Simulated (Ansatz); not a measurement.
# Σ11 (113) boundary in fcc Ag: structure and resistance, part 3 of 3

Wanted: what the Σ11 (113) boundary in fcc Ag costs an interconnect.

Ansatz 0.2.0; Ansatz plane-wave DFT, PBE, PAW files; relaxation of a bicrystal slab with its lowest layers held; PAW set soft_1 (the session's first sound run).

So far. Step 3 (Transmission across the boundary): Over the solved energies the transmission per spin lies between 1.45 and 1.46, out of 1.57 channels of the lead on average (up to 1.59). Step 4 (Specific resistance): Averaged over the energies near the Fermi level, 93.0 % of the channels pass, which makes 0.0860 fΩ m².

### 5. Single-crystal slab for reference

The free faces cost energy too. A single-crystal slab with the same faces and held layers is relaxed, so that they cancel.

This step: Ansatz plane-wave DFT, PBE, PAW files; relaxation of a single-crystal slab with its lowest layers held; PAW set soft_1 (Ansatz 0.2.0).

System of this step: Ag slab, plane (1, 1, 3). The cell holds 15 atoms: 15 Ag. Its edges and angles: a = 2.889 Å, b = 5.005 Å, c = 28.248 Å, α = 90.0°, β = 90.0°, γ = 73.2°. It derives from Ag. Vacuum lies along c.

The input, input.yaml:

```yaml
crystal:
  lattice:
    - [2.8893797293, 0.0, 0.0]
    - [1.4446898646, 4.7914942194, 0.0]
    - [0.0, 0.0, 28.2484991868]
  atoms:
    - { symbol: Ag, position: [0.8181818181, 0.3636363636, 0.1770005538] }
    - { symbol: Ag, position: [0.5454545453, 0.9090909091, 0.2206147525] }
    - { symbol: Ag, position: [0.2727272726, 0.4545454545, 0.2642289512] }
    - { symbol: Ag, position: [0.9999999999, 1.0, 0.3078431499] }
    - { symbol: Ag, position: [0.7272727272, 0.5454545454, 0.3514573486] }
    - { symbol: Ag, position: [0.4545454545, 0.0909090909, 0.3950715472] }
    - { symbol: Ag, position: [0.1818181818, 0.6363636363, 0.4386857459] }
    - { symbol: Ag, position: [0.909090909, 0.1818181818, 0.4822999446] }
    - { symbol: Ag, position: [0.6363636363, 0.7272727273, 0.5259141433] }
    - { symbol: Ag, position: [0.3636363636, 0.2727272727, 0.569528342] }
    - { symbol: Ag, position: [0.0909090909, 0.8181818182, 0.6131425407] }
    - { symbol: Ag, position: [0.8181818182, 0.3636363636, 0.6567567394] }
    - { symbol: Ag, position: [0.5454545454, 0.9090909091, 0.7003709381] }
    - { symbol: Ag, position: [0.2727272727, 0.4545454545, 0.7439851368] }
    - { symbol: Ag, position: [0.0, 0.0, 0.7875993354] }
kpoints:
  mp_grid: { grid: [8, 8, 1] }
hamiltonian:
  xc: pbe
  pseudopotentials: { kind: paw, azcp: { folder: soft_1 } }
scf:
  occupations: { method: fermi_dirac, width: 0.1 }
relax:
  f_tol: 0.03
  max_steps: 80
  constraints: [{ sites: [0, 1, 2] }]
```

On the command line:

```
ansatz run input.yaml --threads 8 --pin off --max-ram 15360MiB --backend cpu --events-out ev --progress --plain --runs-dir out
```

Numbers of over 12 decimals in the logs are rounded to 6 here.

What it wrote:

```text
Warning: crystal.symmetry: narrowed to the stabiliser of the relax constraints — unitary ops 4 → 2; lowered at sites 0, 1, 2, 12, 13, 14 (the operations that carried what is held of a site onto what its image site leaves free; the constrained walk keeps no symmetry that its constraints do not admit)
[...]
Crystal: 15 atoms, lattice volume = 391.085 Å³
Basis set: ecut = 420 eV, 7615 PW (Γ), exchange–correlation on 40×72×384 points (8 copies of the dense FFT grid, shifted against one another)
Bands: 171, of which v1, the nominal top of the filled ones, is band 143 counted from 1 (142 counted from 0)
Symmetry: 2 space group operations
k-points: 21 of 64 (time reversal used)
[...]
SCF iter   1: F=—  HF=-113860.969236 eV  |F-HF|=—  |Δ(HF+E_count)|=         —  Δρ=5.40e-2  dr2=1.30e1  ethr=3.10e-3  ⟨swp⟩=5.9  Hψ=12470  notcnv=0  defer=136
[...]
SCF iter   7: F=-113857.562440 eV  HF=-113857.562453 eV  |F-HF|=1.26e-5  |Δ(HF+E_count)|=   4.66e-5  Δρ=6.30e-5  dr2=1.65e-5  ethr=7.89e-9  ⟨swp⟩=4.9  Hψ=12317  notcnv=0
SCF 1 converged in 7 iterations: F = -113857.562440 eV  dr2 = 1.65e-5
[...]
relax step   1: F+E_penalty+E_count = -113857.56243999 eV  Δ(F+E_penalty+E_count) = +0.000e0 eV  max|allowed force component| = 3.377e-1 eV/Å  Δτ_max = 0.0000 Å  (7 SCF iters, dr2 threshold 2.25e-5 eV, accepted)
[...]
SCF iter   6: F=-113857.610503 eV  HF=-113857.610503 eV  |F-HF|=4.06e-8  |Δ(HF+E_count)|=   2.38e-7  Δρ=1.16e-5  dr2=4.37e-7  ethr=2.08e-9  ⟨swp⟩=5.0  Hψ=11999  notcnv=0
SCF 2 converged in 6 iterations: F = -113857.610503 eV  dr2 = 4.37e-7
relax step   2: F+E_penalty+E_count = -113857.61050287 eV  Δ(F+E_penalty+E_count) = -4.806e-2 eV  max|allowed force component| = 7.437e-2 eV/Å  Δτ_max = 0.1939 Å  (6 SCF iters, dr2 threshold 7.13e-6 eV, accepted)
SCF iter   1: F=—  HF=-113857.722304 eV  |F-HF|=—  |Δ(HF+E_count)|=         —  Δρ=7.25e-3  dr2=2.23e-1  ethr=6.74e-4  ⟨swp⟩=7.2  Hψ=9842  notcnv=0  defer=315
[...]
SCF iter   8: F=-113857.643797 eV  HF=-113857.643797 eV  |F-HF|=6.17e-9  |Δ(HF+E_count)|=   8.39e-8  Δρ=2.49e-6  dr2=2.61e-8  ethr=3.51e-11  ⟨swp⟩=4.8  Hψ=11481  notcnv=0
SCF 3 converged in 8 iterations: F = -113857.643797 eV  dr2 = 2.61e-8
[...]
relax step   3: F+E_penalty+E_count = -113857.64379663 eV  Δ(F+E_penalty+E_count) = -3.329e-2 eV  max|allowed force component| = 5.859e-2 eV/Å  Δτ_max = 0.1935 Å  (8 SCF iters, accepted)
[...]
relax step   4: F+E_penalty+E_count = -113857.65041137 eV  Δ(F+E_penalty+E_count) = -6.615e-3 eV  max|allowed force component| = 3.957e-2 eV/Å  Δτ_max = 0.1279 Å  (7 SCF iters, accepted)
[...]
relax step   5: F+E_penalty+E_count = -113857.65271737 eV  Δ(F+E_penalty+E_count) = -2.306e-3 eV  max|allowed force component| = 7.788e-3 eV/Å  Δτ_max = 0.0772 Å  (7 SCF iters, accepted)
[...]
relax step   6: F+E_penalty+E_count = -113857.65350499 eV  Δ(F+E_penalty+E_count) = -7.876e-4 eV  max|allowed force component| = 7.908e-3 eV/Å  Δτ_max = 0.0530 Å  (7 SCF iters, accepted)
SCF iter   1: F=—  HF=-113857.656516 eV  |F-HF|=—  |Δ(HF+E_count)|=         —  Δρ=1.36e-3  dr2=8.41e-3  ethr=3.24e-5  ⟨swp⟩=3.7  Hψ=7001  notcnv=0  defer=320
[...]
SCF iter   6: F=-113857.653758 eV  HF=-113857.653758 eV  |F-HF|=9.79e-9  |Δ(HF+E_count)|=   1.08e-6  Δρ=2.61e-6  dr2=3.10e-8  ethr=3.51e-11  ⟨swp⟩=3.2  Hψ=14480  notcnv=0
SCF 7 converged in 6 iterations: F = -113857.653758 eV  dr2 = 3.10e-8
relax step   7: F+E_penalty+E_count = -113857.65375819 eV  Δ(F+E_penalty+E_count) = -2.532e-4 eV  max|allowed force component| = 5.540e-3 eV/Å  Δτ_max = 0.0344 Å  (6 SCF iters, accepted)
SCF converged after 6 iterations
Free energy (F): -113857.653758 eV
[...]
Internal energy: -113857.506518 eV  (E = F + TS)
E sigma→0 (E₀):  -113857.580138 eV
Entropy (-TS):   -0.147240 eV (-9.816 meV/atom)
Fermi energy:    9.852198 eV
[...]
--- Forces (eV/Å), atoms counted from 1 ---
  atom   1  Ag    -0.00000000     0.02219668     0.10383618
  atom   2  Ag    -0.00000000     0.01374639    -0.18147617
  atom   3  Ag     0.00000000    -0.03470177     0.08246521
  atom   4  Ag    -0.00000000     0.00022161    -0.00004847
  atom   5  Ag     0.00000000    -0.00008117     0.00081843
  atom   6  Ag    -0.00000000     0.00000134     0.00063749
  atom   7  Ag     0.00000000    -0.00004447     0.00000840
  atom   8  Ag     0.00000000    -0.00008483    -0.00005907
  atom   9  Ag     0.00000000    -0.00011770    -0.00079790
  atom  10  Ag     0.00000000    -0.00025691    -0.00085720
  atom  11  Ag     0.00000000    -0.00009333    -0.00168043
  atom  12  Ag     0.00000000    -0.00027377     0.00045264
  atom  13  Ag    -0.00000000     0.00070859    -0.00032422
  atom  14  Ag     0.00000000    -0.00064725    -0.00554021
  atom  15  Ag     0.00000000    -0.00035199     0.00262327
  max |Σ_I F_I| component: 2.21e-4 eV/Å
--- Relaxed structure (7 steps of the walk, 7 accepted, 0 SCFs on fresh bases) ---
  F+E_penalty+E_count = -113857.65375819 eV   max|allowed force component| = 5.540e-3 eV/Å
  atoms:
    - { symbol: Ag, position: [0.818182, 0.3636363636, 0.177001] }
    - { symbol: Ag, position: [0.545455, 0.909091, 0.220615] }
    - { symbol: Ag, position: [0.272727, 0.454545, 0.264229] }
    - { symbol: Ag, position: [1.003697, 0.992606, 0.310639] }
    - { symbol: Ag, position: [0.734472, 0.531056, 0.354647] }
    - { symbol: Ag, position: [0.464116, 0.071767, 0.400220] }
    - { symbol: Ag, position: [0.193675, 0.612649, 0.444951] }
    - { symbol: Ag, position: [0.922712, 0.154576, 0.490176] }
    - { symbol: Ag, position: [0.651828, 0.696343, 0.535215] }
    - { symbol: Ag, position: [0.381341, 0.237317, 0.580197] }
    - { symbol: Ag, position: [0.111197, 0.777607, 0.625338] }
    - { symbol: Ag, position: [0.841653, 0.316694, 0.670135] }
    - { symbol: Ag, position: [0.573028, 0.853943, 0.714981] }
    - { symbol: Ag, position: [0.300495, 0.399010, 0.761743] }
    - { symbol: Ag, position: [0.029674, -0.059349, 0.801824] }
```

It took 3.4 min on 8 threads of Arm Neoverse N1, shared host; peak memory 2.8 GiB.

Relaxation path:

```tsv
step	energy less that of the first step (eV)	largest force component (eV/Å)
1	0.0000	0.3377
2	-0.0481	0.0744
3	-0.0814	0.0586
4	-0.0880	0.0396
5	-0.0903	0.0078
6	-0.0911	0.0079
7	-0.0913	0.0055
```

The atoms that moved most (Å):

```tsv
atom	dx	dy	dz	length
Ag14	0.000	-0.266	0.502	0.568
Ag15	0.000	-0.284	0.402	0.492
Ag13	0.000	-0.264	0.413	0.490
Ag12	0.000	-0.225	0.378	0.440
Ag11	0.000	-0.194	0.345	0.396
Ag10	0.000	-0.170	0.301	0.346
Ag9	0.000	-0.148	0.263	0.302
Ag8	0.000	-0.131	0.222	0.258
```

The relaxed structure:

```
Ag
1.0
     2.88938    0.00000    0.00000
     1.44469    4.79149    0.00000
     0.00000    0.00000   28.24850
Ag
15
Direct
  0.81818 0.36364 0.17700
  0.54545 0.90909 0.22061
  0.27273 0.45455 0.26423
  0.00370 0.99261 0.31064
  0.73447 0.53106 0.35465
  0.46412 0.07177 0.40022
  0.19368 0.61265 0.44495
  0.92271 0.15458 0.49018
  0.65183 0.69634 0.53521
  0.38134 0.23732 0.58020
  0.11120 0.77761 0.62534
  0.84165 0.31669 0.67013
  0.57303 0.85394 0.71498
  0.30050 0.39901 0.76174
  0.02967 0.94065 0.80182
```

Numbers from this step:

| Item | Value |
| --- | --- |
| free energy | -113857.6538 eV |
| energy at zero smearing | -113857.5801 eV |
| Fermi energy | 9.852 eV |

The largest force component on a free atom ends at 0.0055 eV/Å, under the tolerance of 0.03, after 7 steps.

### 6. Bulk reference

The perfect crystal gives the energy per atom, for the atoms by which bicrystal and slab differ.

This step: Ansatz plane-wave DFT, PBE, PAW files; bulk reference; PAW set soft_1 (Ansatz 0.2.0).

System of this step: Ag. The structure is cubic, space group Fm-3m (No. 225). The conventional cell has a = 4.086 Å, b = 4.086 Å, c = 4.086 Å, α = 90.00°, β = 90.00°, γ = 90.00°. Ag has 12 Ag at 2.89 Å nearest.

input.yaml, the sections that differ from step 5:

```yaml
crystal:
  lattice:
    - [0.0, 2.0431, 2.0431]
    - [2.0431, 0.0, 2.0431]
    - [2.0431, 2.0431, 0.0]
  atoms:
    - { symbol: Ag, position: [0.0, 0.0, 0.0] }
kpoints:
  mp_grid: { grid: [18, 18, 18] }
# hamiltonian, scf: as in step 5
# relax: removed
```

What it wrote:

```text
[...]
Crystal: 1 atoms, lattice volume = 17.057 Å³
Basis set: ecut = 420 eV, 331 PW (Γ)
Bands: 14, of which v1, the nominal top of the filled ones, is band 10 counted from 1 (9 counted from 0)
Symmetry: 48 space group operations
[...]
k-points: 195 of 5832
[...]
SCF iter   1: F=—  HF=-7590.851917 eV  |F-HF|=—  |Δ(HF+E_count)|=         —  Δρ=6.99e-2  dr2=8.91e-1  ethr=3.10e-3  ⟨swp⟩=4.8  Hψ=13598  notcnv=0
[...]
SCF iter   6: F=-7590.609256 eV  HF=-7590.609256 eV  |F-HF|=2.22e-9  |Δ(HF+E_count)|=   1.52e-7  Δρ=5.85e-6  dr2=5.76e-9  ethr=4.40e-10  ⟨swp⟩=1.0  Hψ=7318  notcnv=0
SCF 1 converged in 6 iterations: F = -7590.609256 eV  dr2 = 5.76e-9
[...]
SCF converged after 6 iterations
Free energy (F): -7590.609256 eV
[...]
Internal energy: -7590.601829 eV  (E = F + TS)
E sigma→0 (E₀):  -7590.605543 eV
Entropy (-TS):   -0.007428 eV (-7.428 meV/atom)
Fermi energy:    17.239152 eV
[...]
```

The job ended after 0.76 s (8 threads; peak memory 0.29 GiB).

This step gave:

```
free energy             : -7590.6093 eV
energy at zero smearing : -7590.6055 eV
Fermi energy            : 17.24 eV
```

### 7. Boundary energy

This step: Ansatz plane-wave DFT, PBE, PAW files; bicrystal less single-crystal slab less bulk atoms, a boundary area; PAW set soft_1 (Ansatz 0.2.0).

Numbers from this step:

```
excess energy of the cell : 0.1390 eV
boundary energy           : 0.1608 J/m²
```

The boundary costs 0.16 J/m².

By hand: 0.139 eV / 13.84 Å² × 16.02 = 0.161 J/m².

### 8. Outcome

```json
{
  "specific resistance of the boundary": "0.0860 fΩ m²",
  "share of channels that pass": "0.930",
  "boundary energy": "0.161 J/m²"
}
```

The boundary has a specific resistance of 0.086 fΩ m² and an energy of 0.16 J/m². The boundary reflects 7.0 % of the channels; 0.086 fΩ m² is 0.86×10⁻¹² Ω·cm². That equals the resistance of 5.3 nm of bulk Ag at 300 K (measured 1.629 µΩ cm, CRC Handbook of Chemistry and Physics, 84th ed., 2003, Electrical Resistivity of Pure Metals). One starting structure was relaxed; another shift or atom count at the boundary may lie lower.

[Logs are printed without paths, hosts, clocks, repeated set-up lines and the standing remarks that a program may print on its own settings, such as how far it seeks lower states.]

[Hosts, paths, dates, database ids (printed as entryN), source tags and the programs' standing remarks are cut or masked in the printed files.]
